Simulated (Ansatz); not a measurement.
# Ca (Fm-3m): phonon-mediated transition temperature, part 2 of 2

Aim: the phonon-mediated transition temperature of Ca (Fm-3m) at ambient pressure, over a range of μ*. The cell shown first is a relaxed one, from steps not shown here.

Ansatz 0.2.0; DFT PBE, scalar-relativistic, plane waves, PAW; PAW set soft_1.

So far, log mean phonon energy ħω_log (meV): step 2 (resistivity: q 4×4×4, k 12×12×12, scattering 16×16×16) 11.4; step 3 (k-mesh 16×16×16, scattering mesh 24×24×24) 11.8.

## 4. Electron–phonon run: q 6×6×6, k 18×18×18, scattering 32×32×32

The next rung changes the q mesh, which sets the reach of the force constants and couplings; the k mesh of the density and its response; the scattering mesh, which samples the Fermi surface.

Input file input.yaml:

```yaml
crystal:
  lattice:
    - [0.0, 2.7620523563, 2.7620523563]
    - [2.7620523563, 0.0, 2.7620523563]
    - [2.7620523563, 2.7620523563, 0.0]
  atoms:
    - { symbol: Ca, position: [0.0, 0.0, 0.0] }
kpoints:
  mp_grid: { grid: [18, 18, 18] }
hamiltonian:
  xc: pbe
  pseudopotentials: { kind: paw, azcp: { folder: soft_1 } }
scf:
  occupations: { method: methfessel_paxton, width: 0.2 }
output:
  eigenvalues: true
phonons:
  method: dfpt
  qmesh: [6, 6, 6]
  temperatures: { t_max: 1000, t_step: 50 }
  qpath:
    path:
      - [[0.0, 0.0, 0.0], [0.5, 0.0, 0.5], [0.625, 0.25, 0.625]]
      - [[0.375, 0.375, 0.75], [0.0, 0.0, 0.0], [0.5, 0.5, 0.5], [0.5, 0.25, 0.75], [0.5, 0.0, 0.5]]
    npoints: 6
  electrical_resistivity:
    mesh: [32, 32, 32]
    temperatures: [20.0, 50.0, 80.0, 100.0, 150.0, 200.0, 273.0, 300.0, 400.0, 500.0, 600.0, 800.0]
  superconductivity: { mesh: [32, 32, 32] }
```

Command:

```console
ansatz run input.yaml --threads 16 --pin off --max-ram 92160MiB --backend cuda --events-out ev --progress --plain --runs-dir out --max-vram 78GiB
```

Numbers of over 12 decimals in the logs are rounded to 6 here.

The log of the run:

```text
[...]
Crystal: 1 atoms, lattice volume = 42.143 Å³
Basis set: ecut = 420 eV, 869 PW (Γ), exchange–correlation on 54×54×54 points (8 copies of the dense FFT grid, shifted against one another)
Bands: 9, of which v1, the nominal top of the filled ones, is band 5 counted from 1 (4 counted from 0)
Symmetry: 48 space group operations
k-points: 195 of 5832
[...]
SCF iter   1: F=—  HF=-1816.858255 eV  |F-HF|=—  |Δ(HF+E_count)|=         —  Δρ=7.17e-3  dr2=1.93e-2  ethr=3.10e-3  ⟨swp⟩=4.8  Hψ=13590  notcnv=0
[...]
SCF iter   2: F=—  HF=-1816.859720 eV  |F-HF|=—  |Δ(HF+E_count)|=   1.47e-3  S|Δr|=    0.00e0  Δρ=4.53e-3  dr2=8.54e-3  ethr=1.93e-4  ⟨swp⟩=1.0  Hψ=3317  notcnv=0
[...]
SCF iter   7: F=-1816.862421 eV  HF=-1816.862421 eV  |F-HF|=2.27e-13  |Δ(HF+E_count)|=  1.62e-10  S|Δr|=    0.00e0  Δρ=8.97e-8  dr2=9.57e-13  ethr=1.00e-12  ⟨swp⟩=5.7  Hψ=7050  notcnv=0
SCF 1 converged in 7 iterations: F = -1816.862421 eV  dr2 = 9.57e-13
[...]
SCF 2 converged in 7 iterations: F = -1816.862421 eV  dr2 = 9.60e-13
[...]
SCF converged after 7 iterations
[...]
vibrations of 216 cells: unjudged by the run; compare a larger repeat
[...]
--- Superconductivity: potentials and phonons of a 6×6×6 supercell ---
           mesh         λ    ħω_log (meV)  μ* declared at (meV)
       32×32×32    0.1369          11.835               14.234
       16×16×16    0.1267          11.414               13.926
          8×8×8    0.1007          11.920               14.094
  λ by the species' shares of the modes' patterns: Ca 0.1369
[...]
0.08      0.000         0.000    none_found    none_found    none_found    none_found     none_found
      0.10      0.000         0.000    none_found    none_found    none_found    none_found     none_found
      0.12      0.000         0.000    none_found    none_found    none_found    none_found     none_found
      0.13          -             -    none_found    none_found    none_found    none_found     none_found
      0.14          -             -    none_found    none_found    none_found    none_found     none_found
      0.16          -             -    none_found    none_found    none_found    none_found     none_found
      0.20          -             -    none_found    none_found    none_found    none_found     none_found
  none_found: no transition down to 0.1 K
[...]
vibrations of 216 cells: unjudged by the run; compare a larger repeat
[...]
```

It took 73 s on 1 × NVIDIA GB200 with 16 threads of Arm Neoverse V2, shared host; peak memory 7 GiB; 11 min of CPU time.

Numbers from this step:

```
zero point energy                                 : 0.02076 eV/cell
highest frequency, solved or plainly interpolated : 165.1 cm⁻¹
resistivity at 300 K                              : 8.54 μΩ cm
coupling constant λ                               : 0.1369
density of states at the Fermi level              : 0.7686 states/eV a spin and cell
log mean phonon energy ħω_log                     : 11.83 meV
transport coupling constant λ_tr                  : 0.1333, 0.1333, 0.1333 (xx, yy, zz)
Drude plasma energy                               : 4.223, 4.223, 4.223 eV (xx, yy, zz)
resistivity times mean free path                  : 12.52, 12.52, 12.52 × 10⁻¹⁶ Ω m² (xx, yy, zz)
second-moment phonon energy ħω₂                   : 14.23 meV
coupling λ by branch                              : 0.0382, 0.0221, 0.0767 (branches by rank of frequency)
```

An empty cell: under 1 mK by a formula, or no transition down to the floor of the Eliashberg search. Transition temperatures:

```tsv
μ*	McMillan Tc (K)	Allen–Dynes Tc (K)
0.08	-	-
0.1	-	-
0.12	-	-
0.13	-	-
0.14	-	-
0.16	-	-
0.2	-	-
```

Table of Eliashberg function α²F by phonon energy; read off at these points:

```tsv
phonon energy (meV)	α²F	α²F tr
0.50	0	0
1.00	4.3e-4	1.8e-4
1.50	0.00108	6.8e-4
2.00	0.00200	0.00160
2.50	0.00295	0.00300
3.00	0.00423	0.00521
3.50	0.00603	0.00843
4.00	0.00816	0.0125
4.50	0.0104	0.0171
5.00	0.0128	0.0218
5.50	0.0147	0.0254
6.00	0.0159	0.0269
6.50	0.0169	0.0278
7.00	0.0174	0.0268
7.50	0.0179	0.0261
8.00	0.0186	0.0254
8.50	0.0194	0.0253
9.00	0.0208	0.0257
9.50	0.0233	0.0274
10.00	0.0261	0.0295
10.50	0.0294	0.0322
11.00	0.0331	0.0353
11.50	0.0364	0.0365
12.00	0.0402	0.0381
12.50	0.0461	0.0431
13.00	0.0524	0.0492
13.50	0.0504	0.0473
14.00	0.0465	0.0418
14.50	0.0468	0.0391
15.00	0.0499	0.0393
15.50	0.0582	0.0444
16.00	0.0754	0.0571
16.50	0.107	0.0780
17.00	0.133	0.0968
17.50	0.128	0.0927
18.00	0.154	0.113
18.50	0.267	0.201
18.79	0.361	0.264
19.00	0.139	0.100
19.50	0.0295	0.0240
20.00	0.0190	0.0149
```

Twice the integral of α²F/ω over this curve gives λ = 0.14, half of it from below 14.8 meV. The Eliashberg function α²F (α²F) has its highest peak at 18.8 meV.

## 5. What came out

| Quantity | Value |
| --- | --- |
| meshes | q 6×6×6, k 18×18×18, scattering 32×32×32 |
| coupling constant λ | 0.137 |
| log mean phonon energy ħω_log | 11.8 meV |

In the last run (PBE, q 6×6×6, k 18×18×18, scattering 32×32×32), with λ = 0.14 and ħω_log = 11.8 meV, Tc at μ* = 0.13 is under 1 mK by the formulas. Wikipedia's list of superconducting elements holds no transition of Ca at normal pressure, in line with the calculation. In that run Allen and Dynes's formula gives no transition above 0.05 K at μ* = 0.10 or more. By the run's own test λ is not converged in the fine mesh: it moves by 7 % between the two finest, and by up to 21 % in the other runs. The run's transport test calls it not converged in the mesh; ρ(300 K) moves by 3 % in the component that moves most. Over the runs, λ takes the values 0.125, 0.144 and 0.137, in the order shown. μ* is a typed number, phonons are harmonic, and spin fluctuations are left out; with λ this near or under μ*(1 + 0.62 λ), the formulas give Tc only to its order of magnitude, or none.

[Logs are printed without paths, hosts, clocks, repeated set-up lines and the standing remarks that a program may print on its own settings, such as how far it seeks lower states.]

[Hosts, paths, dates, database ids (printed as entryN), source tags and the programs' standing remarks are cut or masked in the printed files.]
